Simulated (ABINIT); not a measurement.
Planning a run of ABINIT 10.8.3 on SiO2 (Stishovite). The input:

```
acell 3*1.0 Angstrom
rprim 
  4.177300000000 0.000000000000 0.000000000000
  0.000000000000 4.177300000000 0.000000000000
  0.000000000000 0.000000000000 2.665200000000
ntypat 2
znucl 14 8
natom 6
typat 1 1 2 2 2 2
xred 
  0.000000000000 0.000000000000 0.000000000000
  0.500000000000 0.500000000000 0.500000000000
  0.305900000000 0.305900000000 0.000000000000
  0.194100000000 0.805900000000 0.500000000000
  0.694100000000 0.694100000000 0.000000000000
  0.805900000000 0.194100000000 0.500000000000
pp_dirpath "pseudos"
pseudos "Si.upf, O.upf"
ecut 36
ngkpt 4 4 4
nshiftk 1
shiftk 0 0 0
kptopt 1
chksymbreak 0
istwfk *1
occopt 1
irdwfk 1
optdriver 3
nband 115
ecuteps 4.8
inclvkb 2
awtr 1
symchi 1
indata_prefix "in"
outdata_prefix "out"
tmpdata_prefix "tmp"
```

```sh
OMP_NUM_THREADS=1 mpirun -n 8 abinit run.abi > log
```

Question: How long will it take on 8 MPI ranks of Arm Neoverse V1, shared host, and how much memory?

It took 49 s; on shared hardware allow 24 s to 97 s. Peak host memory was 2.0 GiB.

[Paths, hosts, dates, memory and timing lines, banners, echoed tables and standing remarks are left out of the program output.]

[Logs are printed without paths, hosts, clocks, repeated set-up lines and the standing remarks that a program may print on its own settings, such as how far it seeks lower states.]

[Runs of the session that timed out or met a known fault of the program may be left out.]

[Hosts, paths, dates, database ids (printed as entryN), source tags and the programs' standing remarks are cut or masked in the printed files.]

[G0W0 gaps are taken among the corrected bands and points alone; a level outside them can change the order at an edge.]

[Where Ansatz stands beside ABINIT at settings called matched, ABINIT's density can come from a denser mesh and the files from another edition; pairs whose starting gaps differed by over 0.03 eV were left out, so agreement reads better than it is.]
